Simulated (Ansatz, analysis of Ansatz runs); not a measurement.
# AlBO3 (R-3c), V_O hop (2.7 Å): attempt frequency at charge 0

Aim: the prefactor of a hop in AlBO3 (R-3c) (V_O hop (2.7 Å), charge 0) from the modes of the moving atom at the start and at the top of a path found beforehand. Model: a cell of 80 host atoms with 1 O taken out.

Method: plane-wave PAW DFT, PBEsol; finite-difference force constants of the moving atom alone, in Ansatz 0.2.0.

**1. Starting point**

The cell holds 79 atoms: 16 Al, 16 B and 47 O. Cell: a = 10.516 Å, b = 10.516 Å, c = 10.516 Å, α = 50.4°, β = 50.4°, γ = 50.4°. It derives from AlBO3 (space group R-3c). Nearest the centre at fractional (0.548, 0.375, 0.452): O16 at 1.31 Å, Al70 at 1.39 Å, B52 at 1.97 Å, O49 at 2.14 Å, Al42 at 2.23 Å, O30 at 2.32 Å, O48 at 2.36 Å, O56 at 2.41 Å.

The cell's shortest repeat is 9.0 Å.

**2. Vibrations of the moving atom at the start point**

Harmonic transition-state theory takes the prefactor from the modes at the minimum and at the top. Only the moving atom is displaced, by 0.02 Å, which takes six displaced runs and a reference; the host's atoms are held.

Contents of q0.start.modes/input.yaml:

```yaml
crystal:
  lattice:
    - [4.47530425, 2.58381811, 9.15826506]
    - [-4.47530425, 2.58381811, 9.15826506]
    - [0.0, -5.16763623, 9.15826506]
  atoms:
    - { symbol: Al, position: [-0.00029563, 0.0001853, 0.0002945] }
    - { symbol: Al, position: [0.25019407, 0.25039323, 0.24911967] }
    - { symbol: B, position: [0.12463646, 0.12440967, 0.1258252] }
    - { symbol: B, position: [0.37471332, 0.37521566, 0.37533337] }
    - { symbol: O, position: [0.1248702, 0.47091501, 0.27910182] }
    - { symbol: O, position: [0.47032706, 0.27963966, 0.12460711] }
    - { symbol: O, position: [0.22034904, 0.37531981, 0.02875683] }
    - { symbol: O, position: [0.37499065, 0.02928679, 0.22006558] }
    - { symbol: O, position: [0.02963055, 0.2206344, 0.37483983] }
    - { symbol: O, position: [0.27953234, 0.12526182, 0.47023191] }
    - { symbol: Al, position: [-5.611e-05, 8.953e-05, 0.50004466] }
    - { symbol: Al, position: [0.24981617, 0.25000174, 0.74996934] }
    - { symbol: B, position: [0.12487664, 0.12528696, 0.62470875] }
    - { symbol: B, position: [0.37494228, 0.37483413, 0.87393652] }
    - { symbol: O, position: [0.12495629, 0.4699139, 0.77985876] }
    - { symbol: O, position: [0.4713074, 0.28192045, 0.62102127] }
    - { symbol: O, position: [0.22015336, 0.37516553, 0.52941227] }
    - { symbol: O, position: [0.37487813, 0.02977174, 0.7205059] }
    - { symbol: O, position: [0.0294976, 0.22063244, 0.87475837] }
    - { symbol: O, position: [0.27955184, 0.12316598, 0.97162197] }
    - { symbol: Al, position: [-0.00154675, 0.50021356, 0.00077772] }
    - { symbol: Al, position: [0.25131317, 0.74929257, 0.24983461] }
    - { symbol: B, position: [0.12487598, 0.62528436, 0.12472668] }
    - { symbol: B, position: [0.37471764, 0.87604135, 0.37520167] }
    - { symbol: O, position: [0.12484062, 0.9702178, 0.28016041] }
    - { symbol: O, position: [0.47371528, 0.7697724, 0.13041338] }
    - { symbol: O, position: [0.2205179, 0.87483639, 0.02957809] }
    - { symbol: O, position: [0.37614915, 0.52886746, 0.22067745] }
    - { symbol: O, position: [0.02945697, 0.7212331, 0.37474884] }
    - { symbol: O, position: [0.2796537, 0.62484984, 0.47034449] }
    - { symbol: Al, position: [-0.00039614, 0.50087762, 0.49967286] }
    - { symbol: Al, position: [0.2500928, 0.74973848, 0.7498465] }
    - { symbol: B, position: [0.12517546, 0.62424762, 0.62567545] }
    - { symbol: B, position: [0.37468471, 0.87511478, 0.8749749] }
    - { symbol: O, position: [0.12488432, 0.97080118, 0.77920316] }
    - { symbol: O, position: [0.4705078, 0.77968331, 0.6252155] }
    - { symbol: O, position: [0.22025214, 0.87530505, 0.52942803] }
    - { symbol: O, position: [0.37528455, 0.52952089, 0.71943345] }
    - { symbol: O, position: [0.02924565, 0.7204886, 0.87519076] }
    - { symbol: O, position: [0.27929062, 0.62514821, 0.97039253] }
    - { symbol: Al, position: [0.50146588, -0.0040561, 0.00132419] }
    - { symbol: Al, position: [0.74812149, 0.25528945, 0.24619501] }
    - { symbol: B, position: [0.62488499, 0.12530309, 0.12475304] }
    - { symbol: B, position: [0.87507687, 0.37472143, 0.37483422] }
    - { symbol: O, position: [0.97013539, 0.27971237, 0.12525675] }
    - { symbol: O, position: [0.71997025, 0.37403546, 0.0277008] }
    - { symbol: O, position: [0.8745431, 0.03054185, 0.22054827] }
    - { symbol: O, position: [0.52966736, 0.22164063, 0.3746131] }
    - { symbol: O, position: [0.77843878, 0.12907987, 0.46815007] }
    - { symbol: Al, position: [0.50059776, -0.00028007, 0.50017719] }
    - { symbol: Al, position: [0.74918307, 0.24987277, 0.75032778] }
    - { symbol: B, position: [0.62487908, 0.12677605, 0.62330874] }
    - { symbol: B, position: [0.87503078, 0.37486969, 0.87404131] }
    - { symbol: O, position: [0.62471675, 0.47064038, 0.77883433] }
    - { symbol: O, position: [0.97024053, 0.279764, 0.62474157] }
    - { symbol: O, position: [0.72013418, 0.37543553, 0.52839515] }
    - { symbol: O, position: [0.8748737, 0.02955362, 0.72028271] }
    - { symbol: O, position: [0.52906715, 0.22001, 0.87455289] }
    - { symbol: O, position: [0.7792743, 0.12479912, 0.97036414] }
    - { symbol: Al, position: [0.49960442, 0.50038661, -0.00063584] }
    - { symbol: Al, position: [0.75015605, 0.75066943, 0.24965223] }
    - { symbol: B, position: [0.62486505, 0.60741728, 0.14276179] }
    - { symbol: B, position: [0.87486168, 0.87604086, 0.37523928] }
    - { symbol: O, position: [0.62505109, 0.97118301, 0.27939429] }
    - { symbol: O, position: [0.97047031, 0.77963107, 0.12482914] }
    - { symbol: O, position: [0.72088811, 0.87513965, 0.02934064] }
    - { symbol: O, position: [0.87363795, 0.52936155, 0.22118205] }
    - { symbol: O, position: [0.52977405, 0.72238568, 0.37600694] }
    - { symbol: O, position: [0.77944765, 0.62542012, 0.47036466] }
    - { symbol: Al, position: [0.50171045, 0.50387392, 0.49464085] }
    - { symbol: Al, position: [0.74829951, 0.74867507, 0.7541725] }
    - { symbol: B, position: [0.62489347, 0.62527194, 0.62470091] }
    - { symbol: B, position: [0.87507684, 0.87507803, 0.8749198] }
    - { symbol: O, position: [0.62488779, 0.97166666, 0.77838244] }
    - { symbol: O, position: [0.97023826, 0.7784277, 0.62695411] }
    - { symbol: O, position: [0.72072871, 0.87547454, 0.53005295] }
    - { symbol: O, position: [0.87477699, 0.52998189, 0.72077754] }
    - { symbol: O, position: [0.52887241, 0.72068337, 0.87491978] }
    - { symbol: O, position: [0.77601519, 0.61965192, 0.98040833] }
  symmetry: { detect: false }
basis:
  ecutwfc: 420
  xc_grid: 2
hamiltonian:
  xc: pbesol
kpoints:
  mp_grid: { grid: [1, 1, 1], shift: [0.25, 0.25, 0.25] }
scf:
  occupations: { method: fixed }
  max_iter: 150
phonons:
  supercell: [1, 1, 1]
  displaced_sites: [15]
  amplitude: 0.02
```

The run is started by

```bash
$ ansatz run input.yaml --threads 4 --pin off --max-ram 14131MiB --backend cpu --events-out ev --progress --plain --runs-dir out
```

Numbers of over 12 decimals in the logs are rounded to 6 here.

Output:

```text
[... repeated set-up lines and file paths are left out, and long positions are rounded to six places ...]
Engine: ansatz 0.2.0, aarch64-unknown-linux-gnu
Pseudopotentials: kind: paw
Pseudopotential: Al, paw, valence charge 3, recommended cutoff 420 eV (normal), Al.paw.azcp
Pseudopotential: B, paw, valence charge 3, recommended cutoff 420 eV (normal), B.paw.azcp
Pseudopotential: O, paw, valence charge 6, recommended cutoff 420 eV (normal), O.paw.azcp
Functional definition: PBEsol
  exchange = pbesol_x
  correlation = pbesol_c
Crystal: 79 atoms, lattice volume = 635.403 Å³
Basis set: ecut = 420 eV, 12439 PW (Γ), exchange–correlation on 144×144×144 points (8 copies of the dense FFT grid, shifted against one another)
Bands: 268, of which v1, the nominal top of the filled ones, is band 189 counted from 1 (188 counted from 0)
Symmetry: 1 space group operations
k-points: 1
Non-local potential: Al, projectors of the file, l = 0: 2, l = 1: 2, l = 2: 1
Non-local potential: B, projectors of the file, l = 0: 2, l = 1: 2, l = 2: 1
Non-local potential: O, projectors of the file, l = 0: 2, l = 1: 2, l = 2: 1
PAW form: soft (Blöchl's): semilocal exchange-correlation on the pseudo side does not see the compensation charge
PAW frozen core: Al, regenerated for the run's functional, and the local potential with it (the file was generated under x = pbe(κ = 0.804, μ = 0.219515), c = pbe(β = 0.066725))
PAW frozen core: B, regenerated for the run's functional, and the local potential with it (the file was generated under x = pbe(κ = 0.804, μ = 0.219515), c = pbe(β = 0.066725))
PAW frozen core: O, regenerated for the run's functional, and the local potential with it (the file was generated under x = pbe(κ = 0.804, μ = 0.219515), c = pbe(β = 0.066725))
PAW one-centre angular grid: Al, 110 points (default); XC on 64 Gauss nodes
PAW one-centre angular grid: B, 110 points (default); XC on 64 Gauss nodes
PAW one-centre angular grid: O, 110 points (default); XC on 64 Gauss nodes
Initial density: superposition of atomic densities (neutral atoms: chi_scale 0, normalization atom), corrected by the library's trained network
Initial wavefunctions: pseudopotential atomic-orbital guess
Functional: x = pbesol(κ = 0.804, μ = 0.123457), c = pbesol(β = 0.046)
SCF iter   1: F=—  HF=-37290.769742 eV  |F-HF|=—  |Δ(HF+E_count)|=         —  Δρ=1.42e-2  dr2=9.65e-1  ethr=1.77e-3  ⟨swp⟩=5.0  Hψ=938  notcnv=0  defer=76
preconditioner: auto → Resta (q_TF=auto, 2.502 Å⁻¹)  ε∞=3.7  [insulator: Δε(μ)=3.898 eV  Ē_g=17.591 eV  n_scr=180 (ndim 8)  ℏωp=28.6 eV  f_vac=0.000  ε∞_Penn≈3.7]
SCF iter   2: F=—  HF=-37290.476681 eV  |F-HF|=—  |Δ(HF+E_count)|=   2.93e-1  Δρ=2.25e-3  dr2=3.36e-2  ethr=2.55e-4  ⟨swp⟩=2.0  Hψ=432  notcnv=0  defer=76
SCF iter   3: F=—  HF=-37290.473201 eV  |F-HF|=—  |Δ(HF+E_count)|=   3.48e-3  Δρ=1.17e-3  dr2=8.56e-3  ethr=8.89e-6  ⟨swp⟩=3.0  Hψ=333  notcnv=0  defer=77
SCF iter   4: F=—  HF=-37290.472235 eV  |F-HF|=—  |Δ(HF+E_count)|=   9.66e-4  Δρ=1.91e-4  dr2=2.30e-4  ethr=2.26e-6  ⟨swp⟩=3.0  Hψ=343  notcnv=0  defer=77
SCF iter   5: F=—  HF=-37290.472205 eV  |F-HF|=—  |Δ(HF+E_count)|=   2.94e-5  Δρ=1.34e-4  dr2=7.89e-5  ethr=6.07e-8  ⟨swp⟩=2.0  Hψ=386  notcnv=0  defer=77
SCF iter   6: F=—  HF=-37290.472274 eV  |F-HF|=—  |Δ(HF+E_count)|=   6.87e-5  Δρ=2.37e-5  dr2=2.80e-6  ethr=2.09e-8  ⟨swp⟩=2.0  Hψ=376  notcnv=0  defer=73
SCF iter   7: F=—  HF=-37290.471868 eV  |F-HF|=—  |Δ(HF+E_count)|=   4.06e-4  Δρ=5.96e-6  dr2=1.87e-7  ethr=7.40e-10  ⟨swp⟩=2.0  Hψ=392  notcnv=0  defer=72
SCF iter   8: F=—  HF=-37290.471868 eV  |F-HF|=—  |Δ(HF+E_count)|=   2.69e-8  Δρ=2.90e-6  dr2=3.48e-8  ethr=4.94e-11  ⟨swp⟩=2.0  Hψ=386  notcnv=0  defer=72
SCF iter   9: F=—  HF=-37290.471868 eV  |F-HF|=—  |Δ(HF+E_count)|=   5.80e-9  Δρ=5.25e-7  dr2=1.18e-9  ethr=9.22e-12  ⟨swp⟩=2.0  Hψ=378  notcnv=0  defer=72
SCF iter  10: F=-37290.471868 eV  HF=-37290.471868 eV  |F-HF|=2.11e-10  |Δ(HF+E_count)|=  4.73e-10  Δρ=2.46e-7  dr2=2.72e-10  ethr=1.00e-12  ⟨swp⟩=24.0  Hψ=1963  notcnv=0
SCF 1 converged in 10 iterations: F = -37290.471868 eV  dr2 = 2.72e-10
  greatest PAW one-centre occupation: 0.860 electrons in one spin orbital (limit 2), on the O atom at site 67 (counted from 0), in its partial waves of l = 0
Initial density: handed on by an earlier stage of this run
Initial wavefunctions: those handed on with the density
[...]
SCF 2 converged in 9 iterations: F = -37290.463580 eV  dr2 = 3.50e-11
[...]
SCF 3 converged in 7 iterations: F = -37290.463943 eV  dr2 = 9.80e-12
[...]
SCF 4 converged in 8 iterations: F = -37290.468914 eV  dr2 = 4.00e-11
[...]
SCF 5 converged in 6 iterations: F = -37290.468814 eV  dr2 = 4.54e-11
[...]
SCF iter   6: F=—  HF=-37290.469435 eV  |F-HF|=—  |Δ(HF+E_count)|=   1.78e-8  Δρ=2.11e-6  dr2=2.12e-8  ethr=4.35e-11  ⟨swp⟩=2.0  Hψ=384  notcnv=0  defer=72
SCF iter   7: F=—  HF=-37290.469435 eV  |F-HF|=—  |Δ(HF+E_count)|=   4.78e-9  Δρ=2.58e-7  dr2=3.61e-10  ethr=5.60e-12  ⟨swp⟩=2.0  Hψ=376  notcnv=0  defer=72
SCF iter   8: F=-37290.469435 eV  HF=-37290.469435 eV  |F-HF|=1.46e-11  |Δ(HF+E_count)|=  1.02e-10  Δρ=9.77e-8  dr2=4.43e-11  ethr=1.00e-12  ⟨swp⟩=4.0  Hψ=777  notcnv=0
SCF 6 converged in 8 iterations: F = -37290.469435 eV  dr2 = 4.43e-11
iter 1 solved again at ethr=1.73e-9 eV; its pass at ethr=3.10e-3 eV (dr2=6.52e-6 eV) is discarded
SCF iter   1: F=—  HF=-37290.469483 eV  |F-HF|=—  |Δ(HF+E_count)|=         —  Δρ=5.78e-5  dr2=6.69e-6  ethr=1.73e-9  ⟨swp⟩=3.0  Hψ=927  notcnv=0  defer=71
SCF iter   2: F=—  HF=-37290.469593 eV  |F-HF|=—  |Δ(HF+E_count)|=   1.10e-4  Δρ=2.49e-5  dr2=7.00e-7  ethr=1.73e-9  ⟨swp⟩=2.0  Hψ=385  notcnv=0  defer=71
SCF iter   3: F=—  HF=-37290.469593 eV  |F-HF|=—  |Δ(HF+E_count)|=   2.38e-8  Δρ=1.20e-5  dr2=1.60e-7  ethr=1.85e-10  ⟨swp⟩=2.0  Hψ=250  notcnv=0  defer=71
SCF iter   4: F=—  HF=-37290.469593 eV  |F-HF|=—  |Δ(HF+E_count)|=   1.55e-8  Δρ=7.47e-7  dr2=2.61e-9  ethr=4.24e-11  ⟨swp⟩=2.0  Hψ=385  notcnv=0  defer=71
SCF iter   5: F=—  HF=-37290.469593 eV  |F-HF|=—  |Δ(HF+E_count)|=  1.67e-10  Δρ=4.10e-7  dr2=7.28e-10  ethr=1.00e-12  ⟨swp⟩=2.0  Hψ=365  notcnv=0  defer=71
SCF iter   6: F=-37290.469593 eV  HF=-37290.469593 eV  |F-HF|=2.91e-11  |Δ(HF+E_count)|=  1.60e-10  Δρ=9.63e-8  dr2=4.55e-11  ethr=1.00e-12  ⟨swp⟩=3.0  Hψ=992  notcnv=0
SCF 7 converged in 6 iterations: F = -37290.469593 eV  dr2 = 4.55e-11
SCF converged after 10 iterations
Free energy (F): -37290.471868 eV
Harris-Foulkes:  -37290.471868 eV  (|F-HF|=2.11e-10)
Internal energy: -37290.471868 eV  (E = F + TS)
E sigma→0 (E₀):  -37290.471868 eV
Fermi energy:    8.582533 eV
--- Per-component energies (eV) ---
  E_band       = -64.903736
  E_kinetic    = 9552.027189
  E_local      = -16567.337066  (includes V_loc(G=0)·N_el)
  E_nonlocal   = 2611.638045
  E_hartree    = 5835.653016
  E_xc         = -4593.587222
  E_vxc        = -5509.089042  (∫ρ·V_xc dr)
  E_paw        = -15680.875575  (= ΣΔE_a)
  E_vpaw       = -1823.567098  (= ΣTr[D̂ρ^β])
  E_aug_tail   = 0.119732  (compensation charges beyond the density's cutoff)
  E_ewald      = -18450.310118
  E_core_change = 2.200131  (= ΣΔE_core)
  E_smearing   = -0.000000  (= −TS)
  E_closure    = 0.000000  (closes the sum)
  Σ components = -37290.471868   (vs F -37290.471868, Δ=0.00e0)
--- Forces (eV/Å), atoms counted from 1 ---
  atom   1  Al    -0.00072181    -0.00161250    -0.00817570
  atom   2  Al    -0.00248359    -0.00308175    -0.00213447
  [... 1 atom left out ...]
  atom   4  B      0.00304462     0.00126379    -0.00302282
  [... 11 atoms left out ...]
  atom  16  O      0.00409566     0.00217461    -0.00397004
  [... 13 atoms left out ...]
  atom  30  O      0.00109882     0.00001352    -0.00353701
  [... 11 atoms left out ...]
  atom  42  Al     0.00203424     0.00199936    -0.00044124
  [... 5 atoms left out ...]
  atom  48  O     -0.00210881     0.00288717     0.00718238
  atom  49  O     -0.00195679    -0.00171352    -0.00074905
  [... 2 atoms left out ...]
  atom  52  B      0.00163723    -0.00114981    -0.00177331
  [... 3 atoms left out ...]
  atom  56  O     -0.00410879     0.00139382    -0.00798290
  [... 5 atoms left out ...]
  atom  62  B     -0.00342010     0.00481160    -0.00383776
  [... 7 atoms left out ...]
  atom  70  Al    -0.00219709    -0.00091097     0.00419785
  [... 9 atoms left out ...]
  max |Σ_I F_I| component: 1.37e-6 eV/Å
--- Band table (eV) ---
  k-point 0: bands = ["-13.2055", "-12.8155", "-12.2287", "-12.2093", [... 260 left out ...] "20.5520", "20.6470", "20.6724", "20.7259"]
--- Phonons: 6 displaced members + reference (amplitude 0.02 Å, Σ member SCF iterations 44) ---
  symmetry images taken by strict's conditions (phonons.symmetry_images: auto; settled by no image being taken that strict refuses)
  force constants formed among 1 of 79 sites (O 15); the other 78 at rest. The modes move the named sites alone.
  the frequencies, the zero-point energy and the sums are of the block with the acoustic sum rule laid on its rows. Row sums over every site: 6.1e-5 eV/Å² at the most
  transpose residual: 1.0e-3 eV/Å²
  largest component of a force at the reference: 4.1e-3 eV/Å on a named site, 9.3e-3 eV/Å on a site at rest
  frequencies among the named sites at Γ of the cell (cm⁻¹): 409.51 536.23 830.44
  unstable modes among the named sites: 0
  frequencies as built, with no sum rule (cm⁻¹): 409.51 536.24 830.44
  zero-point energy: 0.110109 eV/cell   skipped modes (ω ≤ 0): 0
  not written: the harmonic force-constant file, the file of eigenvectors (these modes' are written with the force constants), the density of states and the dispersion, which are of every site
```

Wall time 49 s (4 threads of Arm Neoverse V2, shared host); peak memory 1.3 GiB.

This step gave:

| Property | Result |
| --- | --- |
| free energy | -37290.4719 eV |
| frequencies of moving atom | 409.5, 536.2, 830.4 cm⁻¹ (negative: imaginary) |

The three modes are 410, 536 and 830 cm⁻¹: all real, a minimum for this atom with the others held.

[end of part 1 of 2]

[Logs are printed without paths, hosts, clocks, repeated set-up lines and the standing remarks that a program may print on its own settings, such as how far it seeks lower states.]

[Hosts, paths, dates, database ids (printed as entryN), source tags and the programs' standing remarks are cut or masked in the printed files.]
